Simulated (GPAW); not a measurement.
**HfSi2P4 monolayer: work function by functional and basis**

Wanted: work functions and dipole of HfSi2P4 monolayer, with the cost of each level.

Program: GPAW 26.7.0. Level of theory: GPAW, PAW setups; layer in a repeated cell with vacuum, relaxation of atoms and in-plane cell, in the first sound run; inputs show where later runs differ. Results are calculated unless marked as measured.

## 1. Set-up

The cell holds 7 atoms: 4 P, 2 Si and 1 Hf. Its edges and angles: a = 3.480 Å, b = 3.480 Å, c = 22.887 Å, α = 90.0°, β = 90.0°, γ = 120.0°. Vacuum lies along c.

## 2. Relaxing the atoms

Forces are removed first; all later runs use this geometry.

The input, run.py:

```python
import json
import numpy as np
from ase import Atoms
from ase.filters import FrechetCellFilter
from ase.optimize import BFGS
from gpaw import GPAW, PW

slab = Atoms(
    ['P', 'Si', 'P', 'Hf', 'P', 'Si', 'P'],
    positions=[
        [0.00000, 0.00000, 7.00000],
        [-0.00000, 2.00918, 7.64444],
        [-0.00000, 2.00918, 9.75444],
        [0.00000, 0.00000, 11.44376],
        [-0.00000, 2.00918, 13.13309],
        [-0.00000, 2.00918, 15.24309],
        [0.00000, 0.00000, 15.88753]],
    cell=[[3.48, 0.0, 0.0], [-1.74, 3.01377, 0.0], [0.0, 0.0, 22.8875]],
    pbc=[True, True, True])

slab.calc = GPAW(mode=PW(600), xc='PBE', kpts={'size': (9, 9, 1), 'gamma': True},
                 occupations={'name': 'fermi-dirac', 'width': 0.05}, nbands='200%',
                 convergence={'density': 1e-05}, maxiter=200,
                 symmetry={'tolerance': 1e-3}, txt='slab.txt')
result = {}
# The in-plane cell is free; stress needs a cell that repeats along all three vectors
path = []
opt = BFGS(FrechetCellFilter(slab, mask=[1, 1, 0, 0, 0, 1]), maxstep=0.2)
opt.attach(lambda: path.append((slab.get_potential_energy(), slab.positions.tolist(), slab.get_forces().tolist())))
result['relaxed'] = bool(opt.run(fmax=0.02, steps=45))
result['path'] = path
result['cell'] = slab.cell.tolist()
print('in-plane lattice', slab.cell.cellpar().round(4)[[0, 1, 5]])
energy = slab.get_potential_energy()
fermi = slab.calc.get_fermi_level()
v = slab.calc.get_electrostatic_potential().mean((0, 1)) - fermi
n = slab.calc.get_pseudo_density().mean((0, 1))
L = slab.cell[2, 2]
z = np.arange(len(v)) * L / len(v)
low, high = slab.positions[:, 2].min(), slab.positions[:, 2].max()
below, above = np.interp([low - 4.8, high + 4.8], z, v)
slopes = [np.interp(x, z, np.gradient(v, z)) for x in (low - 4.8, high + 4.8)]
eps = np.array([[slab.calc.get_eigenvalues(k, s) for k in range(len(slab.calc.get_ibz_k_points()))]
                for s in range(slab.calc.get_number_of_spins())]) - fermi
top, bottom = eps[eps < 0].max(), eps[eps > 0].min()
dipole = slab.get_dipole_moment()[2]
print(f'energy {energy:.4f} eV, Fermi level {fermi:.4f} eV, dipole {dipole:.5f} e A')
print(f'potential 4.8 A off the faces, from the Fermi level: lower {below:.4f} eV, upper {above:.4f} eV')
print(f'slope of the potential there: lower {slopes[0]:.5f}, upper {slopes[1]:.5f} eV/A')
print(f'nearest levels on the mesh: {top:.4f} and {bottom:.4f} eV')
print('magnetic moment', round(slab.get_magnetic_moment(), 3))
result.update(energy=energy, fermi=fermi, dipole=dipole, below=below, above=above, slopes=slopes, edges=[top, bottom],
              z=z.tolist(), v=v.tolist(), n=n.tolist(), positions=slab.positions.tolist(),
              forces=slab.get_forces(apply_constraint=False).tolist(), moments=slab.get_magnetic_moments().tolist())
json.dump(result, open('result.json', 'w'))
```

Launch:

```bash
OMP_NUM_THREADS=1 OPENBLAS_NUM_THREADS=1 python run.py
```

What it wrote:

```text
Step          Energy          fmax
BFGS:    0      -40.015658        3.693839
BFGS:    1      -40.763454        3.125788
BFGS:    2      -42.041260        0.795893
BFGS:    3      -42.070167        0.723109
BFGS:    4      -42.223919        0.227915
BFGS:    5      -42.232454        0.087725
BFGS:    6      -42.233043        0.033496
BFGS:    7      -42.233097        0.021115
BFGS:    8      -42.233179        0.026727
BFGS:    9      -42.233331        0.038649
BFGS:   10      -42.233543        0.042283
BFGS:   11      -42.233710        0.028872
BFGS:   12      -42.233773        0.011323
in-plane lattice [  3.6406   3.6406 120.    ]
energy -42.2307 eV, Fermi level 0.6238 eV, dipole 0.00043 e A
potential 4.8 A off the faces, from the Fermi level: lower 5.5203 eV, upper 5.5190 eV
slope of the potential there: lower 0.00031, upper 0.00041 eV/A
nearest levels on the mesh: -0.2192 and 0.0022 eV
magnetic moment 0.0
```

Wall time 18 min (1 thread of Arm Neoverse V1, shared host); peak memory 0.51 GiB.

This step gave:

```
dipole along the normal                    : 4.33e-4 e·Å
levels nearest the Fermi level on the mesh : -0.2192, 0.002197 eV from the Fermi level
```

The electrostatic potential energy of an electron (without an applied field's), less the Fermi level, planar mean oscillates, so the rows of the table below give means over windows of 1.7 Å about each position, cut where the curve ends. Its maxima inside the range that stand out by 2 % of the span (Å: eV): 7.2: -10.8, 8.9: 2.15, 10.6: -5.11, 12.3: -5.11, 14.0: 2.15, 15.7: -10.8. Its minima: 6.8: -13.5, 7.5: -11.7, 9.9: -11.0, 11.4: -17.3, 13.0: -11.0, 15.3: -11.7, 16.1: -13.5.

The electrostatic potential energy of an electron (without an applied field's), less the Fermi level, planar mean by z; means over each step:

z (Å), electrostatic potential energy of an electron (without an applied field's), less the Fermi level, planar mean (eV) and a bar from the least value:
```
     0.85        5.5 ##############################
     2.55        5.5 ##############################
     4.25        5.4 ##############################
     5.95       -1.7 #################
     7.65       -8.7 ####
     9.35       -3.3 ##############
    11.05      -10.9 
    12.75       -7.0 #######
    14.45       -2.6 ###############
    16.15       -8.9 ####
    17.85        4.7 ############################
    19.55        5.5 ##############################
    21.25        5.5 ##############################
```

Table of pseudo valence density, planar mean by z:

```tsv
z (Å)	pseudo valence density, planar mean (e/Å³)
3	4.5e-5
4	8.3e-4
5	0.0151
6	0.182
7	0.372
8	0.188
9	0.161
10	0.276
11	0.547
12	0.465
13	0.260
14	0.150
15	0.201
16	0.343
17	0.149
18	0.0107
19	5.9e-4
20	3.2e-5
```

The relaxation lowered the energy of the cell by 2.23 eV (energies extrapolated to zero smearing; the optimiser's log prints free energies). The largest force left on a free atom is 0.011 eV/Å.

## 3. The slab's potential

The work function is the vacuum plateau of the electrostatic potential less the Fermi level; a dipole layer lets the two faces have plateaus of their own.

This step: GPAW, PAW setups; slab in vacuum (GPAW 26.7.0).

The cell differs from the one that the last finished run ended in (c 22.887 → 23.493 Å).

run.py, as its differences from that of step 2:

```diff
@@ -3,4 +3,2 @@
 from ase import Atoms
-from ase.filters import FrechetCellFilter
-from ase.optimize import BFGS
 from gpaw import GPAW, PW
@@ -10,25 +8,18 @@
     positions=[
-        [0.00000, 0.00000, 7.00000],
-        [-0.00000, 2.00918, 7.64444],
-        [-0.00000, 2.00918, 9.75444],
-        [0.00000, 0.00000, 11.44376],
-        [-0.00000, 2.00918, 13.13309],
-        [-0.00000, 2.00918, 15.24309],
-        [0.00000, 0.00000, 15.88753]],
-    cell=[[3.48, 0.0, 0.0], [-1.74, 3.01377, 0.0], [0.0, 0.0, 22.8875]],
-    pbc=[True, True, True])
+        [-0.00000, 0.00000, 7.00000],
+        [-0.00000, 2.10192, 7.97438],
+        [-0.00000, 2.10192, 10.22693],
+        [-0.00000, -0.00000, 11.74653],
+        [-0.00000, 2.10192, 13.26615],
+        [-0.00000, 2.10192, 15.51869],
+        [-0.00000, 0.00000, 16.49308]],
+    cell=[[3.64064, 0.0, 0.0], [-1.82032, 3.15289, 0.0], [0.0, 0.0, 23.4931]],
+    pbc=[True, True, False])
 
-slab.calc = GPAW(mode=PW(600), xc='PBE', kpts={'size': (9, 9, 1), 'gamma': True},
+slab.calc = GPAW(mode=PW(400), xc='PBE', kpts={'size': (9, 9, 1), 'gamma': True},
                  occupations={'name': 'fermi-dirac', 'width': 0.05}, nbands='200%',
                  convergence={'density': 1e-05}, maxiter=200,
+                 poissonsolver={'dipolelayer': 'xy'},
                  symmetry={'tolerance': 1e-3}, txt='slab.txt')
 result = {}
-# The in-plane cell is free; stress needs a cell that repeats along all three vectors
-path = []
-opt = BFGS(FrechetCellFilter(slab, mask=[1, 1, 0, 0, 0, 1]), maxstep=0.2)
-opt.attach(lambda: path.append((slab.get_potential_energy(), slab.positions.tolist(), slab.get_forces().tolist())))
-result['relaxed'] = bool(opt.run(fmax=0.02, steps=45))
-result['path'] = path
-result['cell'] = slab.cell.tolist()
-print('in-plane lattice', slab.cell.cellpar().round(4)[[0, 1, 5]])
 energy = slab.get_potential_energy()
```

What it wrote:

```text
energy -42.2223 eV, Fermi level 0.4655 eV, dipole -0.00059 e A
potential 4.8 A off the faces, from the Fermi level: lower 5.5159 eV, upper 5.5237 eV
slope of the potential there: lower -0.00004, upper 0.00004 eV/A
nearest levels on the mesh: -0.2194 and 0.0019 eV
magnetic moment 0.0
```

Elapsed: 65 s, on 1 thread; peak memory 0.24 GiB.

This step gave:

* dipole along the normal: -5.89e-4 e·Å
* levels nearest the Fermi level on the mesh: -0.2194, 0.001947 eV from the Fermi level
* upper work function: 5.524 eV
* lower work function: 5.516 eV

The electrostatic potential energy of an electron (without an applied field's), less the Fermi level, planar mean oscillates, so the rows of the table below give means over windows of 1.78 Å about each position, cut where the curve ends. Its maxima inside the range that stand out by 2 % of the span (Å: eV): 7.6: -10.8, 9.1: 2.15, 10.9: -5.13, 12.6: -5.12, 14.4: 2.16, 15.9: -10.7. Its minima: 7.0: -13.5, 7.9: -11.8, 10.3: -11.0, 11.7: -17.3, 13.2: -11.0, 15.6: -11.7, 16.5: -13.5.

The electrostatic potential energy of an electron (without an applied field's), less the Fermi level, planar mean by z; means over each step:

```tsv
z (Å)	electrostatic potential energy of an electron (without an applied field's), less the Fermi level, planar mean (eV)
0.89	5.52
2.67	5.52
4.45	5.45
6.23	-1.60
8.01	-8.10
9.79	-3.92
11.57	-10.8
13.35	-5.38
15.13	-5.33
16.91	-4.96
18.69	5.33
20.47	5.52
22.25	5.52
```

The pseudo valence density, planar mean by z:

```tsv
z (Å)	pseudo valence density, planar mean (e/Å³)
3	1.9e-5
4	3.4e-4
5	0.00624
6	0.0996
7	0.293
8	0.236
9	0.140
10	0.250
11	0.391
12	0.742
13	0.324
14	0.190
15	0.170
16	0.383
17	0.235
18	0.0260
19	0.00147
20	8.0e-5
```

The potential is flat to 4.3e-5 eV/Å where it is read, so the vacuum is wide enough.

## 4. Self-consistent run: xc = "revPBE"

The same geometry under revPBE, to see how far the functional moves the levels against the vacuum.

run.py, as its differences from that of step 3:

```diff
@@ -18,3 +18,3 @@
 
-slab.calc = GPAW(mode=PW(400), xc='PBE', kpts={'size': (9, 9, 1), 'gamma': True},
+slab.calc = GPAW(mode=PW(400), xc='revPBE', kpts={'size': (9, 9, 1), 'gamma': True},
                  occupations={'name': 'fermi-dirac', 'width': 0.05}, nbands='200%',
```

What it wrote:

```text
energy -40.2797 eV, Fermi level 0.5503 eV, dipole -0.00059 e A
potential 4.8 A off the faces, from the Fermi level: lower 5.4255 eV, upper 5.4333 eV
slope of the potential there: lower -0.00005, upper 0.00005 eV/A
nearest levels on the mesh: -0.0171 and 0.0874 eV
magnetic moment 0.0
```

Run time: 65 s. Hardware: 1 thread; peak memory 0.24 GiB.

Numbers from this step:

| Property | Result |
| --- | --- |
| levels nearest the Fermi level on the mesh | -0.01707, 0.08738 eV from the Fermi level |
| upper work function | 5.433 eV |
| lower work function | 5.426 eV |

Table of electrostatic potential energy of an electron (without an applied field's), less the Fermi level, planar mean by z:

```tsv
z (Å)	electrostatic potential energy of an electron (without an applied field's), less the Fermi level, planar mean (eV)
0.0	5.43
0.5	5.43
1.0	5.43
1.5	5.43
2.0	5.43
2.5	5.43
3.0	5.43
3.5	5.42
4.0	5.42
4.5	5.39
5.0	5.29
5.5	4.87
6.0	3.09
6.5	-3.36
7.0	-13.3
7.5	-10.9
8.0	-11.4
8.5	-3.55
9.0	1.73
9.5	0.420
10.0	-8.28
10.5	-8.65
11.0	-5.75
11.5	-14.7
12.0	-14.6
12.5	-5.71
13.0	-8.75
13.5	-8.15
14.0	0.492
14.5	1.70
15.0	-3.66
15.5	-11.5
16.0	-10.9
16.5	-13.2
17.0	-3.22
17.5	3.15
18.0	4.89
18.5	5.30
19.0	5.40
19.5	5.43
20.0	5.43
20.5	5.43
21.0	5.43
21.5	5.43
22.0	5.43
22.5	5.43
23.0	5.43
```

The pseudo valence density, planar mean by z:

z (Å), pseudo valence density, planar mean (e/Å³) and a bar from the least value:
```
     0.00      0.000 
     0.63      0.000 
     1.26      0.000 
     1.89      0.000 
     2.52      0.000 
     3.15      0.000 
     3.78      0.000 
     4.40      0.001 
     5.03      0.007 
     5.66      0.041 ##
     6.29      0.180 #######
     6.92      0.274 ##########
     7.55      0.382 ###############
     8.18      0.200 ########
     8.81      0.144 #####
     9.44      0.181 #######
    10.07      0.251 ##########
    10.70      0.353 #############
    11.33      0.565 ######################
    11.96      0.789 ##############################
    12.59      0.367 ##############
    13.21      0.270 ##########
    13.84      0.219 ########
    14.47      0.140 #####
    15.10      0.179 #######
    15.73      0.319 ############
    16.36      0.324 ############
    16.99      0.238 #########
    17.62      0.071 ###
    18.25      0.012 
    18.88      0.002 
    19.51      0.000 
    20.14      0.000 
    20.77      0.000 
    21.40      0.000 
    22.02      0.000 
    22.65      0.000 
    23.28      0.000
```

Force by atom:

```tsv
atom	x (eV/Å)	y (eV/Å)	z (eV/Å)	size
P1	0.0000	0.0000	-0.0780	0.0780
Si2	0.0000	0.0000	-0.0050	0.0050
P3	0.0000	0.0000	-0.0653	0.0653
Hf4	0.0000	0.0000	0.0000	0.0000
P5	0.0000	0.0000	0.0653	0.0653
Si6	0.0000	0.0000	0.0050	0.0050
P7	0.0000	0.0000	0.0780	0.0780
```

The upper face's work function is 5.433 eV, against 5.524 eV in the first plane-wave PBE run at this geometry.

## 5. Self-consistent run: xc = "RPBE"

The same geometry under RPBE, to see how far the functional moves the levels against the vacuum.

run.py, as its differences from that of step 4:

```diff
@@ -18,3 +18,3 @@
 
-slab.calc = GPAW(mode=PW(400), xc='revPBE', kpts={'size': (9, 9, 1), 'gamma': True},
+slab.calc = GPAW(mode=PW(400), xc='RPBE', kpts={'size': (9, 9, 1), 'gamma': True},
                  occupations={'name': 'fermi-dirac', 'width': 0.05}, nbands='200%',
```

What it wrote:

```text
energy -39.9806 eV, Fermi level 0.5644 eV, dipole -0.00059 e A
potential 4.8 A off the faces, from the Fermi level: lower 5.4267 eV, upper 5.4344 eV
slope of the potential there: lower -0.00006, upper 0.00006 eV/A
nearest levels on the mesh: -0.0242 and 0.0926 eV
magnetic moment 0.0
```

Wall time 66 s (1 thread); peak memory 0.24 GiB.

This step gave:

```yaml
levels_nearest_the_fermi_level_on_the_mesh: -0.02418, 0.09264 eV from the Fermi level
upper_work_function: 5.434 eV
lower_work_function: 5.427 eV
```

The upper face's work function is 5.434 eV, against 5.524 eV in the first plane-wave PBE run at this geometry.

## 6. OptPBE vdW: xc = "optPBE-vdW"

The same geometry under optPBE-vdW, to see how far the functional moves the levels against the vacuum (the van der Waals functionals take revPBE setups).

run.py, as its differences from that of step 5:

```diff
@@ -18,3 +18,3 @@
 
-slab.calc = GPAW(mode=PW(400), xc='RPBE', kpts={'size': (9, 9, 1), 'gamma': True},
+slab.calc = GPAW(mode=PW(400), xc='optPBE-vdW', kpts={'size': (9, 9, 1), 'gamma': True},
                  occupations={'name': 'fermi-dirac', 'width': 0.05}, nbands='200%',
```

What it wrote:

```text
energy -91.3080 eV, Fermi level 0.3741 eV, dipole -0.00059 e A
potential 4.8 A off the faces, from the Fermi level: lower 5.7140 eV, upper 5.7217 eV
slope of the potential there: lower -0.00010, upper 0.00010 eV/A
nearest levels on the mesh: -0.0469 and 0.1098 eV
magnetic moment 0.0
```

It took 77 s on 1 thread; peak memory 0.42 GiB.

Numbers from this step:

```yaml
levels_nearest_the_fermi_level_on_the_mesh: -0.04689, 0.1098 eV from the Fermi level
upper_work_function: 5.722 eV
lower_work_function: 5.714 eV
```

The upper face's work function is 5.722 eV, against 5.524 eV in the first plane-wave PBE run at this geometry.

## 7. Self-consistent run: xc = "LDA"

The same geometry under LDA, to see how far the functional moves the levels against the vacuum.

run.py, as its differences from that of step 6:

```diff
@@ -18,3 +18,3 @@
 
-slab.calc = GPAW(mode=PW(400), xc='optPBE-vdW', kpts={'size': (9, 9, 1), 'gamma': True},
+slab.calc = GPAW(mode=PW(400), xc='LDA', kpts={'size': (9, 9, 1), 'gamma': True},
                  occupations={'name': 'fermi-dirac', 'width': 0.05}, nbands='200%',
```

What it wrote:

```text
energy -46.4673 eV, Fermi level 0.2200 eV, dipole -0.00059 e A
potential 4.8 A off the faces, from the Fermi level: lower 5.7443 eV, upper 5.7521 eV
slope of the potential there: lower -0.00003, upper 0.00003 eV/A
nearest levels on the mesh: -0.1664 and 0.0411 eV
magnetic moment 0.0
```

It took 63 s on 1 thread; peak memory 0.24 GiB.

This step gave:

- dipole along the normal: -5.90e-4 e·Å
- levels nearest the Fermi level on the mesh: -0.1664, 0.04112 eV from the Fermi level
- upper work function: 5.752 eV
- lower work function: 5.744 eV

Table of electrostatic potential energy of an electron (without an applied field's), less the Fermi level, planar mean by z:

```tsv
z (Å)	electrostatic potential energy of an electron (without an applied field's), less the Fermi level, planar mean (eV)
0.0	5.75
0.5	5.74
1.0	5.74
1.5	5.74
2.0	5.74
2.5	5.74
3.0	5.74
3.5	5.74
4.0	5.74
4.5	5.71
5.0	5.61
5.5	5.17
6.0	3.36
6.5	-3.09
7.0	-13.0
7.5	-10.6
8.0	-11.1
8.5	-3.19
9.0	2.06
9.5	0.740
10.0	-7.95
10.5	-8.29
11.0	-5.31
11.5	-14.2
12.0	-14.1
12.5	-5.27
13.0	-8.39
13.5	-7.82
14.0	0.812
14.5	2.03
15.0	-3.30
15.5	-11.1
16.0	-10.6
16.5	-12.9
17.0	-2.95
17.5	3.42
18.0	5.19
18.5	5.62
19.0	5.72
19.5	5.75
20.0	5.75
20.5	5.75
21.0	5.75
21.5	5.75
22.0	5.75
22.5	5.75
23.0	5.75
```

The upper face's work function is 5.752 eV, against 5.524 eV in the first plane-wave PBE run at this geometry.

## 8. Self-consistent run: xc = "vdW-DF2"

The same geometry under vdW-DF2, to see how far the functional moves the levels against the vacuum (the van der Waals functionals take revPBE setups).

run.py, as its differences from that of step 7:

```diff
@@ -18,3 +18,3 @@
 
-slab.calc = GPAW(mode=PW(400), xc='LDA', kpts={'size': (9, 9, 1), 'gamma': True},
+slab.calc = GPAW(mode=PW(400), xc='vdW-DF2', kpts={'size': (9, 9, 1), 'gamma': True},
                  occupations={'name': 'fermi-dirac', 'width': 0.05}, nbands='200%',
```

What it wrote:

```text
energy -335.5557 eV, Fermi level 0.3468 eV, dipole -0.00059 e A
potential 4.8 A off the faces, from the Fermi level: lower 5.8329 eV, upper 5.8407 eV
slope of the potential there: lower -0.00017, upper 0.00017 eV/A
nearest levels on the mesh: -0.1193 and 0.1730 eV
magnetic moment 0.0
```

Run time: 81 s. Hardware: 1 thread; peak memory 0.43 GiB.

Numbers from this step:

| Quantity | Value |
| --- | --- |
| levels nearest the Fermi level on the mesh | -0.1193, 0.1730 eV from the Fermi level |
| upper work function | 5.841 eV |
| lower work function | 5.833 eV |

The electrostatic potential energy of an electron (without an applied field's), less the Fermi level, planar mean by z:

```tsv
z (Å)	electrostatic potential energy of an electron (without an applied field's), less the Fermi level, planar mean (eV)
0.0	5.84
0.5	5.83
1.0	5.83
1.5	5.83
2.0	5.83
2.5	5.83
3.0	5.83
3.5	5.83
4.0	5.82
4.5	5.79
5.0	5.67
5.5	5.18
6.0	3.29
6.5	-3.24
7.0	-13.2
7.5	-10.8
8.0	-11.3
8.5	-3.62
9.0	1.60
9.5	0.352
10.0	-8.25
10.5	-8.58
11.0	-5.80
11.5	-15.0
12.0	-14.8
12.5	-5.76
13.0	-8.68
13.5	-8.12
14.0	0.422
14.5	1.57
15.0	-3.73
15.5	-11.4
16.0	-10.8
16.5	-13.1
17.0	-3.10
17.5	3.35
18.0	5.20
18.5	5.68
19.0	5.80
19.5	5.83
20.0	5.84
20.5	5.84
21.0	5.84
21.5	5.84
22.0	5.84
22.5	5.84
23.0	5.84
```

The upper face's work function is 5.841 eV, against 5.524 eV in the first plane-wave PBE run at this geometry.

(Continued in part 2 of 2.)

[Logs are printed without paths, hosts, clocks, repeated set-up lines and the standing remarks that a program may print on its own settings, such as how far it seeks lower states.]

[Hosts, paths, dates, database ids (printed as entryN), source tags and the programs' standing remarks are cut or masked in the printed files.]
